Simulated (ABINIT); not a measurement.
## A GW chain in ABINIT: Al2O3 (Corundum)

Aim: the G0W0 gap of Al2O3 (Corundum) on PBE, step by step.

Method: PBE and many-body steps on it, plane waves, in ABINIT 10.8.3.

**What was measured.**

- Gap 8.7 eV: optical band gap of host from absorption; optical absorption, quoted from earlier work; bulk crystal (high-purity reference sample) (quoted in “Multi-petahertz electron interference in Cr:Al2O3 solid-state material”, 2018, pmc:5906618).

Report form: the programs' logs are mostly left out.

### 1. Starting point

Symmetry: R-3c, No. 167, trigonal system. Conventional cell: a = 4.760 Å, b = 4.760 Å, c = 12.996 Å, α = 90.00°, β = 90.00°, γ = 120.00°. Nearest to Al lie 6 O at 1.85 to 1.97 Å. Nearest to O lie 4 Al at 1.85 to 1.97 Å. Farther neighbours and most contacts between anions are not listed.

The cell and positions come from the Crystallography Open Database and are kept as given unless a step says otherwise.

### 2. Ground state

This step: ABINIT 10.8.3; DFT, PBE, plane waves, norm-conserving pseudopotentials.

The ground-state density comes first.

run.abi

```
acell 3*1.0 Angstrom
rprim 
  2.380249999995 1.374237978213 4.331866666707
  -2.380249999995 1.374237978213 4.331866666707
  -0.000000000000 -2.748475956495 4.331866666685
ntypat 2
znucl 13 8
natom 10
typat 1 1 1 1 2 2 2 2 2 2
xred 
  0.352160000000 0.352160000000 0.352160000000
  0.147840000000 0.147840000000 0.147840000000
  0.647840000000 0.647840000000 0.647840000000
  0.852160000000 0.852160000000 0.852160000000
  0.556680000000 0.943320000000 0.250000000000
  0.250000000000 0.556680000000 0.943320000000
  0.943320000000 0.250000000000 0.556680000000
  0.443320000000 0.056680000000 0.750000000000
  0.750000000000 0.443320000000 0.056680000000
  0.056680000000 0.750000000000 0.443320000000
pp_dirpath "pseudos"
pseudos "Al.upf, O.upf"
ecut 36
ngkpt 6 6 6
nshiftk 1
shiftk 0 0 0
kptopt 1
chksymbreak 0
nband 33
occopt 1
tolvrs 1e-10
nstep 60
prtwf 0
optforces 0
optstress 0
indata_prefix "in"
outdata_prefix "out"
tmpdata_prefix "tmp"
```

The run is started by

```sh
$ OMP_NUM_THREADS=1 mpirun -n 4 abinit run.abi > log
```

It took 77 s on 4 MPI ranks of Arm Neoverse V2, shared host; peak memory 0.51 GiB; 5.1 min of CPU time.

This step gave:

* total energy: -2969.2589 eV
* gap: 6.266 eV
* k of the valence top: 0, 0, 0
* k of the conduction bottom: 0, 0, 0
* least direct gap: 6.266 eV

The gap is direct, at Γ.

### 3. Empty states on the mesh, 4×4×4 mesh, 137 bands

The sums over transitions need many empty states on a uniform mesh; this step solves for them.

run.abi, as its differences from that of step 2:

```diff
@@ -23,3 +23,3 @@
 ecut 36
-ngkpt 6 6 6
+ngkpt 4 4 4
 nshiftk 1
@@ -28,9 +28,10 @@
 chksymbreak 0
-nband 33
-occopt 1
-tolvrs 1e-10
+iscf -2
+irdden 1
+istwfk *1
+nband 137
+nbdbuf 12
+tolwfr 1e-09
 nstep 60
-prtwf 0
-optforces 0
-optstress 0
+prtvol 0
 indata_prefix "in"
```

The job ended after 1.9 min (4 MPI ranks; peak memory 0.48 GiB).

Numbers from this step:

* gap: 6.266 eV
* k of the valence top: 0, 0, 0
* k of the conduction bottom: 0, 0, 0
* least direct gap: 6.266 eV
* k points computed: 13
* lowest point of the top converged band, above the valence top: 56.8372 eV

On this mesh the gap is 6.266 eV.

### 4. Screening, 4×4×4 mesh, 125 bands, screening to 130.6 eV

The RPA dielectric matrix is built and inverted for each q.

This step: RPA screening on PBE, plane waves, norm-conserving pseudopotentials.

run.abi, as its differences from that of step 3:

```diff
@@ -28,10 +28,11 @@
 chksymbreak 0
-iscf -2
-irdden 1
 istwfk *1
-nband 137
-nbdbuf 12
-tolwfr 1e-09
-nstep 60
-prtvol 0
+occopt 1
+irdwfk 1
+optdriver 3
+nband 125
+ecuteps 4.8
+inclvkb 2
+awtr 1
+symchi 1
 indata_prefix "in"
```

The job ended after 4.5 min (4 MPI ranks; peak memory 2.6 GiB).

This step gave:

```yaml
eps_infinity_with_local_fields_on_this_mesh_along_the_program_s_q_direction: 3.032
the_same_without_local_fields: 3.246
plasma_frequency: 27.90 eV
plane_waves_in_the_screening_matrix: 297
```

Local fields lower ε∞ by 7 %.

### 5. Self-energy, 4×4×4 mesh, 125 bands, screening to 130.6 eV

The self-energy is evaluated for the states that the input lists, and the levels follow from it, in one-shot runs by the linearised quasiparticle equation.

This step: G0W0 on PBE, plane waves, norm-conserving pseudopotentials.

run.abi, as its differences from that of step 4:

```diff
@@ -31,8 +31,15 @@
 irdwfk 1
-optdriver 3
+optdriver 4
 nband 125
+gwcalctyp 0
+ecutsigx 36
+symsigma 1
+nkptgw 1
+kptgw 
+  0.0000000000 0.0000000000 0.0000000000
+bdgw 
+  22 26
 ecuteps 4.8
-inclvkb 2
-awtr 1
-symchi 1
+irdscr 1
+ppmodel 1
 indata_prefix "in"
```

Wall time 11 s (4 MPI ranks); peak memory 1.7 GiB.

Numbers from this step:

```
G0W0 gap on the points computed              : 8.45 eV
starting gap on the mesh                     : 6.266 eV
k of the valence top                         : 0, 0, 0
k of the conduction bottom                   : 0, 0, 0
Z at the valence top                         : 0.819
Z at the conduction bottom                   : 0.855
least direct G0W0 gap on the computed points : 8.45 eV
```

The gap on the mesh goes from 6.27 eV to 8.45 eV, a correction of +2.18 eV.

Limits: finite bands, cutoff and mesh. v1 is the top filled band, c1 the lowest empty one. Levels before and after the correction, in eV, zero at the valence-band top of each column:

```csv
,conduction bottom,valence top
Kohn-Sham,6.27,0.00
G0W0,8.45,0.00
```

```csv
,level,energy (eV)
Kohn-Sham,Γ v3-v2,-0.045
Kohn-Sham,Γ v1,0.000
Kohn-Sham,Γ c1,6.266
Kohn-Sham,Γ c2,9.188
G0W0,Γ v3-v2,-0.049
G0W0,Γ v1,0.000
G0W0,Γ c1,8.450
G0W0,Γ c2,11.400
```

### 6. Where the time went

Times are wall times on 4 MPI ranks of Arm Neoverse V2, shared host, good to a factor of about two.

```csv
step,time,share,memory (GiB)
ground state,77 s,16 %,0.51
empty states on the mesh,1.9 min,24 %,0.48
screening,4.5 min,57 %,2.6
self-energy,11 s,2 %,1.7
```

### 7. Outcome

| Property | Result |
| --- | --- |
| PBE gap | 6.27 eV, direct |
| G0W0 gap on the mesh | 8.45 eV |
| GW settings | 4×4×4 mesh, 125 bands, screening to 130.6 eV, Godby-Needs plasmon pole |
| known limits | not at the basis limit |

What this shows: G0W0 moves the gap on the mesh from 6.27 eV to 8.45 eV (+2.18 eV), with Z of 0.82 and 0.85 at the edges. Local fields lower the RPA ε∞ on this mesh from 3.25 to 3.03. Only 1 of the mesh's irreducible points was corrected, so a valley elsewhere could overtake. The dearest step here is «screening». Against experiment, by G0W0@PBE: the gap of 8.45 eV lies −0.25 eV from the measured 8.7 eV (optical, quoted 2018). An exciton line or allowed optical edge lies below the quasiparticle gap by the binding energy; a forbidden edge can push the onset above it. The calculation has static nuclei and no excitons; a measured gap holds zero-point and thermal motion, which mostly lowers it. Bands and cutoff are finite, so the gap is not at the basis limit. The miss can reach some tenths of an eV and take either sign; the mesh is an error of its own. In the G0W0 run levels were corrected at 1 k point alone, so a gap called «on the mesh» is the least over those, and an edge elsewhere would be missed.

[Paths, hosts, dates, memory and timing lines, banners, echoed tables and standing remarks are left out of the program output.]

[Logs are printed without paths, hosts, clocks, repeated set-up lines and the standing remarks that a program may print on its own settings, such as how far it seeks lower states.]

[Runs of the session that timed out or met a known fault of the program may be left out.]

[Hosts, paths, dates, database ids (printed as entryN), source tags and the programs' standing remarks are cut or masked in the printed files.]

[G0W0 gaps are taken among the corrected bands and points alone; a level outside them can change the order at an edge.]

[Where Ansatz stands beside ABINIT at settings called matched, ABINIT's density can come from a denser mesh and the files from another edition; pairs whose starting gaps differed by over 0.03 eV were left out, so agreement reads better than it is.]
